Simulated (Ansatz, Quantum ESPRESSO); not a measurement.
# Lithium (Im-3m): phonons by linear response, part 3 of 3

How does Lithium (Im-3m) vibrate, and is this structure a minimum?

Quantum ESPRESSO 7.5; DFT LDA, scalar-relativistic, plane waves, PseudoDojo norm-conserving pseudopotentials.

So far, highest frequency (cm⁻¹): step 9 (dispersion) 343. Also lowest frequency on the path (cm⁻¹): step 9 -18.4. The relaxed cell has a = 3.366 Å (conventional setting).

### Step 10. Density of states

Sums over the zone need many more wavevectors than were solved, so the interpolation is sampled on a dense mesh.

The input, matdyn.in:

```
 &input
    asr='crystal',
    flfrc='x.fc',
    dos=.true.,
    fldos='x.dos',
    nk1=19,
    nk2=19,
    nk3=19,
    deltaE=1.0,
    la2F=.true.,
 /
```

Launch:

```
$ matdyn.x -in matdyn.in > matdyn.out
```

Numbers of over 12 decimals in the logs are rounded to 6 here.

Output:

```text
[banner, memory and clock lines left out]
Program MATDYN v.7.5

 mass for atomic type   1 not given; uses mass from file x.fc
 Norm of the difference between old and new effective charges:    0.000000

 Norm of the difference between old and new force-constants:   2.12176e-06

     Message from routine matdyn:
     Z* not found in file x.fc, TO-LO splitting at q=0 will be absent!
 Norm of the difference between old and new effective charges:    0.000000

 Norm of the difference between old and new force-constants:   3.24816e-14

 Norm of the difference between old and new effective charges:    0.000000

 Norm of the difference between old and new force-constants:   3.15e-18

 Norm of the difference between old and new effective charges:    0.000000

 Norm of the difference between old and new force-constants:   1.08269e-14

 Norm of the difference between old and new effective charges:    0.000000

 Norm of the difference between old and new force-constants:   1.08245e-14

 Norm of the difference between old and new effective charges:    0.000000

 Norm of the difference between old and new force-constants:   2.73e-18

 Norm of the difference between old and new effective charges:    0.000000

 Norm of the difference between old and new force-constants:   1.08252e-14

 Norm of the difference between old and new effective charges:    0.000000

 Norm of the difference between old and new force-constants:   1.19e-18

 Norm of the difference between old and new effective charges:    0.000000

 Norm of the difference between old and new force-constants:   1.46e-18

 Norm of the difference between old and new effective charges:    0.000000

 Norm of the difference between old and new force-constants:   1.61e-18

 Norm of the difference between old and new effective charges:    0.000000

 Norm of the difference between old and new force-constants:   2.86e-18

Note: The following floating-point exceptions are signalling: IEEE_UNDERFLOW_FLAG
```

Wall time 26 s (1 thread of Intel Xeon Platinum 8488C (Sapphire Rapids), shared host).

This step gave:

- share of modes beyond 3i cm⁻¹ on the dense interpolated mesh: 4.00e-4

Tetrahedra. The phonon density of states by wavenumber; read off at these points:

| wavenumber (cm⁻¹) | phonon density of states (1/cm⁻¹/cell) |
| --- | --- |
| -10.0 | 9.2e-5 |
| 0.0 | 2.0e-4 |
| 10.0 | 3.1e-4 |
| 20.0 | 4.6e-4 |
| 30.0 | 9.7e-4 |
| 40.0 | 0.00142 |
| 50.0 | 0.00198 |
| 60.0 | 0.00302 |
| 70.0 | 0.00487 |
| 80.0 | 0.00518 |
| 90.0 | 0.00592 |
| 100.0 | 0.00683 |
| 110.0 | 0.00763 |
| 120.0 | 0.00910 |
| 130.0 | 0.0103 |
| 138.2 | 0.0114 |
| 140.0 | 0.0106 |
| 150.0 | 0.00915 |
| 160.0 | 0.00825 |
| 170.0 | 0.00796 |
| 180.0 | 0.00828 |
| 190.0 | 0.00909 |
| 200.0 | 0.0102 |
| 210.0 | 0.0102 |
| 220.0 | 0.0102 |
| 230.0 | 0.0104 |
| 240.0 | 0.0106 |
| 250.0 | 0.0108 |
| 260.0 | 0.0112 |
| 270.0 | 0.0115 |
| 280.0 | 0.0115 |
| 290.0 | 0.0120 |
| 300.0 | 0.0147 |
| 310.0 | 0.0212 |
| 318.2 | 0.0335 |
| 320.0 | 0.0334 |
| 330.0 | 0.0124 |
| 340.0 | 9.1e-4 |

### Step 11. The same in Ansatz

A second program on the same cell, potentials, cutoff and meshes tests the implementation of the phonon response, not its convergence. Its k mesh is centred on Γ.

This step: DFT LDA, scalar-relativistic, plane waves, PseudoDojo norm-conserving pseudopotentials (Ansatz 0.2.0).

The input, input.yaml:

```yaml
crystal:
  lattice:
    - [1.683217024, 1.683217024, 1.683217024]
    - [-1.683217024, 1.683217024, 1.683217024]
    - [-1.683217024, -1.683217024, 1.683217024]
  atoms:
    - { symbol: Li, position: [0.0, 0.0, 0.0] }
kpoints:
  mp_grid: { grid: [12, 12, 12] }
hamiltonian:
  xc: lda
  pseudopotentials: { kind: nc, accuracy: standard }
scf:
  occupations: { method: gaussian, width: 0.27211 }
output:
  eigenvalues: true
basis:
  ecutwfc: 1006.821
phonons:
  method: dfpt
  qmesh: [4, 4, 4]
  temperatures: { t_max: 1000, t_step: 50 }
  qpath:
    path:
      - [[0.0, 0.0, 0.0], [0.5, 0.5, -0.5], [0.5, 0.0, -0.5], [0.0, 0.0, 0.0], [0.75, 0.25, -0.25], [0.5, 0.5, -0.5]]
      - [[0.75, 0.25, -0.25], [0.5, 0.0, -0.5]]
    npoints: 12
  electrical_resistivity: { temperatures: [77, 300], mesh: [24, 24, 24] }
```

Launch:

```
$ ansatz run input.yaml --threads 2 --pin off --max-ram 4096MiB --backend cpu --events-out ev --progress --plain --runs-dir out
```

Output:

```text
Warning: basis.ecutwfc = 1006.821 eV is below the records' recommended 1006.821291 eV, and the density's cutoff is lower with it unless basis.ecutrho_ratio is high enough to keep the records' density cutoff: compare with a run at a higher cutoff
Engine: ansatz 0.2.0, x86_64-unknown-linux-gnu
Pseudopotentials: kind: nc
Pseudopotential: Li, nc, valence charge 3, recommended cutoff 1006.821291 eV (normal), Li.nc.azcp (PseudoDojo's, or run here from an input of PseudoDojo's; its table is named by hamiltonian.pseudopotentials.accuracy)
Functional definition: SPW92
  exchange = slater_x
  correlation = pw_c
Crystal: 1 atoms, lattice volume = 19.076 Å³
Basis set: ecut = 1006.821 eV, 1409 PW (Γ), exchange–correlation on 64×64×64 points (8 copies of the dense FFT grid, shifted against one another)
Bands: 6, of which v1, the nominal top of the filled ones, is band 2 counted from 1 (1 counted from 0)
Symmetry: 48 space group operations
k-points: 72 of 1728
Non-local potential: Li, projectors of the file, l = 0: 2, l = 1: 2
Initial density: superposition of atomic densities (chi_scale 0.1, normalization cell)
Initial wavefunctions: pseudopotential atomic-orbital guess
Functional: x = slater, c = lda
SCF iter   1: F=—  HF=-193.645108 eV  |F-HF|=—  |Δ(HF+E_count)|=         —  Δρ=5.67e-3  dr2=4.64e-3  ethr=3.10e-3  ⟨swp⟩=4.2  Hψ=3787  notcnv=0
preconditioner: auto → none  [metal: Δε(μ)=0.052 eV  Ē_g=11.032 eV  σ=0.272 eV  W_gap=0.11  n_scr=0 (ndim 8)  ℏωp=8.5 eV  f_vac=0.000  D(μ)=0.57/eV (n_scr^D=0)]
SCF iter   2: F=—  HF=-193.643321 eV  |F-HF|=—  |Δ(HF+E_count)|=   1.79e-3  Δρ=2.21e-3  dr2=9.20e-4  ethr=1.55e-4  ⟨swp⟩=1.0  Hψ=1008  notcnv=0
SCF iter   3: F=—  HF=-193.642971 eV  |F-HF|=—  |Δ(HF+E_count)|=   3.50e-4  Δρ=2.93e-4  dr2=4.11e-6  ethr=3.07e-5  ⟨swp⟩=2.0  Hψ=488  notcnv=0
SCF iter   4: F=—  HF=-193.642969 eV  |F-HF|=—  |Δ(HF+E_count)|=   1.96e-6  Δρ=2.35e-5  dr2=2.67e-8  ethr=1.37e-7  ⟨swp⟩=1.5  Hψ=453  notcnv=0
SCF iter   5: F=—  HF=-193.642969 eV  |F-HF|=—  |Δ(HF+E_count)|=   1.76e-7  Δρ=2.02e-6  dr2=8.79e-11  ethr=8.89e-10  ⟨swp⟩=1.5  Hψ=458  notcnv=0
SCF iter   6: F=-193.642969 eV  HF=-193.642969 eV  |F-HF|=5.68e-14  |Δ(HF+E_count)|=  4.23e-11  Δρ=6.74e-8  dr2=2.49e-13  ethr=1.00e-12  ⟨swp⟩=5.3  Hψ=1329  notcnv=0
SCF 1 converged in 6 iterations: F = -193.642969 eV  dr2 = 2.49e-13
NSCF: frozen V_eff on 72 k-points
NSCF: frozen V_eff on 163 k-points
[...]
q = [0.0000, 0.0000, -0.5000] (star 6, 2 solved perturbations in 756 linear systems a pass and spin channel, the states on 476 of 1728 k-point pairs; hermiticity 8.78e-11, symmetrization 6.28e-11, the responses' own estimated error 1.7e-7 eV/Å²): 52.17 190.86 333.43
  q = [0.0000, 0.2500, -0.5000] (star 24, 2 solved perturbations in 2664 linear systems a pass and spin channel, the states on 1728 of 1728 k-point pairs; hermiticity 2.57e-10, symmetrization 1.72e-13, the responses' own estimated error 3.0e-7 eV/Å²): 129.75 257.93 307.38
  q = [0.2500, 0.2500, 0.2500] (star 6, 2 solved perturbations in 804 linear systems a pass and spin channel, the states on 510 of 1728 k-point pairs; hermiticity 1.10e-13, symmetrization 6.70e-13, the responses' own estimated error 3.2e-7 eV/Å²): 225.19 230.37 230.37
  q = [0.2500, 0.2500, -0.5000] (star 12, 2 solved perturbations in 1446 linear systems a pass and spin channel, the states on 936 of 1728 k-point pairs; hermiticity 2.01e-11, symmetrization 6.42e-12, the responses' own estimated error 1.9e-7 eV/Å²): 222.39 290.50 323.59
  q = [0.2500, -0.2500, 0.2500] (star 2, 1 solved perturbation on 262 of 1728 k-point pairs; hermiticity 9.63e-14, symmetrization 1.45e-12, the responses' own estimated error 1.1e-7 eV/Å²): 271.64 271.64 271.64
  q = [-0.5000, -0.5000, -0.5000] (star 1, 1 solved perturbation on 163 of 1728 k-point pairs; hermiticity 3.14e-12, symmetrization 1.68e-12, the responses' own estimated error 1.2e-7 eV/Å²): 342.57 342.57 342.57
  sum rule: each row above includes the acoustic sum rule's correction from the zone centre's row sums; it moved no ω² by more than (0.78 cm⁻¹)²
  mesh force constants: q→R imaginary residual 0.00e0; ASR residual 1.553e-5 → 0.000e0 eV/Å²; symmetrization residual 8.882e-16 eV/Å²
  interpolated dispersion: 74 rows × 3 modes
  density of states and harmonic sums: on the 28×28×28 q-mesh, interpolated from the force constants of a 4×4×4 supercell (no non-analytic term)
  largest difference from the sums on the solved wave vectors: F 4.77e-3 eV, S 1.03e-5 and C_V 3.79e-6 eV/K
  zero-point energy: 0.040978 eV/cell   skipped modes (ω ≤ 0): 8, of them read as no rigid motion or as one in doubt: 5 (2.733e-3 modes/cell left out, lowest -17.99 cm⁻¹)   left out of the sums: 9.57e-4 of the cell's modes: C_V's classical limit lies that fraction below 3 k_B per atom; for a crystal, a wire or a layer, F and S can be off by more, and a phonons.interpolated_qmesh denser along its periods is the remedy for the sampling
Error: electrical resistivity: the phonon self-energy gives or leaves a mode of imaginary frequency on the scattering mesh, on its own coarse k mesh or nearer the zone's centre than that mesh's first points: phonons.electron_occupations: off takes the phonons by Fourier interpolation alone, which works only if that leaves every mode real on the scattering mesh; apart from that, the mode of lowest frequency at the wavevector [0.0000, 0.0000, 0.1250] is imaginary, -18.54 cm⁻¹ (written negative): every mode at the wavevectors of the force constants' own supercell is real, and this one is interpolated between them; [rest of the remark cut]
The harmonic force constants that this run solved are whole in <dir>
[key lines of the parts left out:]
SCF converged after 6 iterations
Free energy (F): -193.642969 eV
Fermi energy:    1.013866 eV
```

Wall time 2.3 min (2 threads); peak memory 1.6 GiB.

The run ended with an error: “electrical resistivity: the phonon self-energy gives or leaves a mode of imaginary frequency on the scattering mesh, on its own coarse k mesh or nearer the zone's centre than that mesh's first points: phonons.electron_occupations”.

The phonons were solved, but the coupling sums need a stable lattice.

### Step 12. Outcome

* space group after relaxation: Im-3m
* volume per atom: 19.1 Å³
* q mesh: 4×4×4
* lowest mode on the q mesh (acoustic ones at the zone centre apart): 30.9 cm⁻¹
* imaginary modes on the q mesh: none

What this shows: Lithium (Im-3m) is dynamically stable on the 4×4×4 mesh; its spectrum reaches 343 cm⁻¹. The imaginary part of the path lies between the solved wavevectors, so it may come from the interpolation. These are harmonic frequencies at zero temperature: anharmonic shifts and linewidths and thermal expansion are left out. In a metal the frequencies hang on the k mesh and the smearing, most of all near Kohn anomalies. No coupling constant is taken from ph.x, since the sums are unsound here: the spectrum is unstable, unfinished or interpolated from too coarse a mesh.

[Host names and launcher messages were left out of these logs when they were recorded.]

[Logs are printed without paths, hosts, clocks, repeated set-up lines and the standing remarks that a program may print on its own settings, such as how far it seeks lower states.]

[Hosts, paths, dates, database ids (printed as entryN), source tags and the programs' standing remarks are cut or masked in the printed files.]
